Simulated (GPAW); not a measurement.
## PbF2 (Fluorocronite): one start, several treatments of the self-energy

Wanted: the gap of PbF2 (Fluorocronite) under several approximations, with cost.

Method: PBE and many-body steps on it, plane waves, in GPAW 26.7.0.

The database entry behind the starting cell differs from later determinations by our own check (0.1 to 0.3 % short, probably kX units), so it need not match the best structure at ambient conditions.

### Step 1. Starting point

Symmetry: Fm-3m, No. 225, cubic system. Conventional cell: a = 5.927 Å, b = 5.927 Å, c = 5.927 Å, α = 90.00°, β = 90.00°, γ = 90.00°. Nearest to Pb lie 8 F at 2.57 Å. F has 4 Pb at 2.57 Å nearest. Farther neighbours and most contacts between anions are not listed.

Structure file:

```
Pb F
1.0
     0.00000    2.96366    2.96366
     2.96366    0.00000    2.96366
     2.96366    2.96366    0.00000
Pb F
1 2
Cartesian
  0.0000 0.0000 0.0000
  1.4818 1.4818 1.4818
  4.4455 4.4455 4.4455
```

The cell and positions come from the Crystallography Open Database and are kept as given unless a step says otherwise. This is not the form that PbF2 usually takes at ambient conditions. Spin-orbit coupling is left out unless a step names it.

### Step 2. Empty states on the mesh, 4×4×4 mesh, 344 bands

This step: GPAW 26.7.0; DFT, PBE, plane waves, PAW.

The sums over transitions need many empty states on a uniform mesh; this step solves for them.

Input file run.py:

```python
import json
import numpy as np
from gpaw.mpi import world
from gpaw import GPAW

calc = GPAW('gs.gpw').fixed_density(kpts={'size': (4, 4, 4), 'gamma': True},
    parallel={'domain': 1, 'band': 1},
    txt='nscf.txt')
calc.diagonalize_full_hamiltonian(nbands=344)
calc.write('full.gpw', mode='all')
res = {}
kpts = calc.get_ibz_k_points()
res['kpts'] = kpts
res['eigenvalues'] = [calc.get_eigenvalues(kpt=k) for k in range(len(kpts))]
res['n_electrons'] = calc.get_number_of_electrons()

if world.rank == 0:
    with open('result.json', 'w') as f:
        json.dump(res, f, default=lambda x: x.tolist())
```

Started as:

```bash
> mpirun -n 4 gpaw python run.py
```

Numbers of over 12 decimals in the logs are rounded to 6 here.

Log:

```text
Diagonalizing LCAO Hamiltonian
Converting LCAO to pw mode
convergence criteria:
- Maximum integral of absolute [eigenst]ate change: 4e-08 eV^2 / valence electron
maximum number of iterations: 100

SCF iterations
|iter     |     time |      energy | eigst |  dens |
|iter:   1|  |             | +1.70 |       |
|iter:   2|  |             | +0.65 |       |
|iter:   3|  |             | -1.25 |       |
[...]
|iter:   7|  |             | -6.18 |       |
|iter:   8|  |             | -7.27 |       |
|iter:   9|  |             | -7.82c|       |
SCF steps: 9
  __  _  _
 | _ |_)|_||  |
 |__||  | ||/\| - 26.7.0

Input parameters:
  mode=PW(ecut=600.0),
  convergence={'density': 1e-06, 'bands': -3},
  gpts=array([24, 24, 24]),
  kpts=MonkhorstPack(size=(4, 4, 4), gamma=True),
  maxiter=100,
  nbands=21,
  occupations=Occupations(name='fermi-dirac', width=0.001, fixmagmom=False),
  parallel={'domain': 1, 'band': 1},
  xc=XC(name='PBE')
Matrix size: 1807x1807
# Writing to full.gpw (mode='all')
  [... matrices ...]

timing:  # [seconds]
  Total: 9.772  # ━━━━━━━━━━━━━━━━━━━━━━━━━━━━━━━━━━━━━━━━━━━━━━━━━━━━━━━━━━━
```

Run time: 13 s. Hardware: 4 MPI ranks of Arm Neoverse V2, shared host; peak memory 1.7 GiB; 51 s of CPU time.

Numbers from this step:

| Property | Result |
| --- | --- |
| gap | 4.345 eV |
| k of the valence top | 0.5, 0.25, -0.25 |
| k of the conduction bottom | 0.5, 0.5, 0 |
| least direct gap | 4.491 eV |
| k points computed | 8 |
| lowest point of the top converged band, above the valence top | 191.2408 eV |

On this mesh the gap is 4.345 eV.

### Step 3. G0W0, Godby-Needs plasmon pole

G0W0 replaces the xc potential by the self-energy, built once from these orbitals. Only a window of levels is corrected, while the sums run over the empty bands that the input names.

This step: G0W0 on PBE, plane waves, PAW.

Input file run.py:

```python
import json
import numpy as np
from gpaw.mpi import world
from gpaw.response.g0w0 import G0W0

gw = G0W0('full.gpw',
    filename='gw',
    kpts=[0, 3, 5],
    bands=(12, 16),
    ecut=120,
    nbands=155,
    integrate_gamma='WS',
    ppa=True)
gw.calculate()
res = {mode: {k: v for k, v in r.items() if k != 'sigma_eskwn'}
       for mode, r in gw.all_results.items()}

if world.rank == 0:
    with open('result.json', 'w') as f:
        json.dump(res, f, default=lambda x: x.tolist())
```

Started as:

```bash
> mpirun -n 4 gpaw python run.py
```

Log:

```text
Using integrator: PointIntegrator
FrequencyGridDescriptor(from 0.000+0.000j to 0.000+27.211j eV, 2 points)
Nonperiodic BCs:  [False False False]
Using integrator: PointIntegrator
FrequencyGridDescriptor(from 0.000+0.000j to 0.000+27.211j eV, 2 points)
Nonperiodic BCs:  [False False False]
  ___  _ _ _
 |   || | | |
 | | || | | |
 |__ ||_____|
 |___|

BZ k-points: Symmetries present (total): 48

  [... matrices ...]
64 k-points: 4 x 4 x 4 Monkhorst-Pack grid + [1/8,1/8,1/8]
8 k-points in the irreducible part of the Brillouin zone
       k-points in crystal coordinates                weights
   0:     0.00000000    0.00000000    0.00000000          1/64
   1:     0.25000000    0.25000000    0.00000000          6/64
   2:     0.25000000    0.25000000    0.25000000          8/64
   3:     0.50000000    0.25000000   -0.25000000          6/64
   4:     0.50000000    0.25000000    0.25000000         12/64
   5:     0.50000000    0.50000000    0.00000000          3/64
   6:     0.50000000    0.50000000    0.25000000         24/64
   7:     0.50000000    0.50000000    0.50000000          4/64

Distributing spins, k-points and bands (1 x 3 x 4) over 4 processes
Number of blocks: 1

Quasi particle states:
k-points (IBZ indices): [0, 3, 5]
Band range: (12, 16)
  [... matrices ...]
Computational parameters:
Plane wave cut-off: 120 eV
Number of bands: 155
Coulomb cutoff: None
Broadening: 0.1 eV

fxc modes: GW
Kernel: RPA
Using Godby-Needs plasmon-pole approximation:
  Fitting energy: i*E0, E0 = 1.000 Hartree
Summing all q:

Calculating screened Coulomb potential
No Coulomb truncation
FrequencyGridDescriptor(from 0.000+0.000j to 0.000+27.211j eV, 2 points)
Removing empty qpoint cache files...

Calculating chi0 body with:
    Ground state adapter containing:
    Number of spins: 1
    Number of kpoints: 64
    Number of irreducible kpoints: 8
    Number of completely occupied states: 14
    Number of partially occupied states: 14
    Occupied states memory: 2.953125 M / cpu

    Linear response parametrization:
    q_c: [0.0, 0.0, 0.0]
    Number of frequency points: 2
    Planewave cutoff: 120.0
    Number of bands: 155
    Number of planewaves: 169
    Broadening (eta): 1e-06
    comm.size: 4
    kncomm.size: 4
    blockcomm.size: 1

    Memory estimate of potentially large arrays:
        chi0_wGG: 0.871613 M / cpu
Integrating chi0 body.

Symmetries of q_c:
    Direct symmetries (Uq -> q): 48
    Indirect symmetries (TUq -> q): 0
In total 48 allowed symmetries.

  [... matrices ...]
8 groups of equivalent kpoints. 87.5% reduction.

Integral kind: response function
Integrating chi0 head and wings.

Symmetries of q_c:
    Direct symmetries (Uq -> q): 48
    Indirect symmetries (TUq -> q): 0
In total 48 allowed symmetries.

  [... matrices ...]
8 groups of equivalent kpoints. 87.5% reduction.

Integral kind: response function wings

Calculating chi0 body with:
    Ground state adapter containing:
    Number of spins: 1
    Number of kpoints: 64
    Number of irreducible kpoints: 8
    Number of completely occupied states: 14
    Number of partially occupied states: 14
    Occupied states memory: 2.953125 M / cpu

    Linear response parametrization:
[... the further q-points ...]

Results:
f:      Occupation numbers
eps:     KS-eigenvalues [eV]
vxc:     KS vxc [eV]
exx:     Exact exchange [eV]
sigma:   Self-energies [eV]
dsigma:  Self-energy derivatives
Z:       Renormalization factors
qp:      QP-energies [eV]

k-point 0 (0): (0.000, 0.000, 0.000)                GW
band       f     eps     vxc     exx   sigma  dsigma       Z      qp
                                                                   GW
  12   1.000   0.535 -22.929 -30.398   5.901  -0.341   0.746  -0.635
  13   1.000   0.535 -22.929 -30.398   5.901  -0.341   0.746  -0.635
  14   0.000   9.267 -12.669  -7.918  -3.560  -0.175   0.851  10.282
  15   0.000   9.267 -12.669  -7.918  -3.560  -0.175   0.851  10.282

k-point 1 (3): (0.500, 0.250, -0.250)                GW
band       f     eps     vxc     exx   sigma  dsigma       Z      qp
                                                                   GW
  12   1.000   1.022 -24.062 -31.466   5.943  -0.341   0.746  -0.068
  13   1.000   2.568 -22.434 -26.947   3.348  -0.261   0.793   1.645
[...]
k-point 2 (5): (0.500, 0.500, 0.000)                GW
band       f     eps     vxc     exx   sigma  dsigma       Z      qp
                                                                   GW
[...]
13   1.000   2.423 -21.830 -26.262   3.201  -0.256   0.796   1.443
  14   0.000   6.914 -12.436  -8.333  -3.203  -0.169   0.856   7.684
  15   0.000  10.402 -16.737 -11.784  -3.213  -0.199   0.834  11.854
```

Wall time 49 s (4 MPI ranks); peak memory 1.4 GiB.

This step gave:

| Quantity | Value |
| --- | --- |
| G0W0 gap on the points computed | 6.040 eV |
| least direct G0W0 gap on the computed points | 6.241 eV |
| Z at the valence top | 0.7930 |
| Z at the conduction bottom | 0.8558 |
| starting gap on the mesh | 4.345 eV |
| k of the valence top | 0.5, 0.25, -0.25 |
| k of the conduction bottom | 0.5, 0.5, 0 |

The gap on the mesh goes from 4.35 eV to 6.04 eV, a correction of +1.69 eV.

### Step 4. One-shot HSE06

This step: one-shot HSE06 levels on PBE orbitals, plane waves, PAW.

Input file run.py:

```python
import json
import numpy as np
from gpaw.mpi import world
from gpaw.hybrids.eigenvalues import non_self_consistent_eigenvalues

dft, vxc, vxc_hyb = non_self_consistent_eigenvalues('full.gpw', 'HSE06', 12, 16, kpt_indices=[0, 3, 5])
res = {'dft': dft[0], 'hybrid': (dft - vxc + vxc_hyb)[0]}
if world.rank == 0:
    with open('hybrid.txt', 'w') as f:
        for k, e0, e1 in zip([0, 3, 5], res['dft'], res['hybrid']):
            print(k, ' '.join(f'{x:9.4f}' for x in e0), '|', ' '.join(f'{x:9.4f}' for x in e1), file=f)

if world.rank == 0:
    with open('result.json', 'w') as f:
        json.dump(res, f, default=lambda x: x.tolist())
```

Started as:

```bash
> mpirun -n 4 gpaw python run.py
```

Log:

```text
IBZ(<points: 8, symmetries: 48>)
Occupied bands: 14
Transforming wave functions from IBZ to BZ: 0.018 seconds
Distributing wave functions and iFFT-ing to real space: 0.155 seconds
Calculating eigenvalues:
  k-points: 3
  Bands: 12-15 (inclusive)
  Seconds: 0.778 (wave-function broadcasting: 0.010 seconds)
HSE06-eigenvalue shifts:
  min: -1.804 eV
  ave: -0.593 eV
  max: 0.469 eV
```

Run time: 3.2 s. Hardware: 4 MPI ranks; peak memory 0.97 GiB.

Numbers from this step:

```yaml
starting_gap_on_the_mesh: 4.345 eV
hybrid_gap_on_the_mesh: 5.704 eV
least_direct_hybrid_gap_on_the_computed_points: 5.827 eV
```

[end of part 1 of 2]

[Paths, hosts, dates, memory and timing lines, banners, echoed tables and standing remarks are left out of the program output.]

[Logs are printed without paths, hosts, clocks, repeated set-up lines and the standing remarks that a program may print on its own settings, such as how far it seeks lower states.]

[Runs of the session that timed out or met a known fault of the program may be left out.]

[Hosts, paths, dates, database ids (printed as entryN), source tags and the programs' standing remarks are cut or masked in the printed files.]
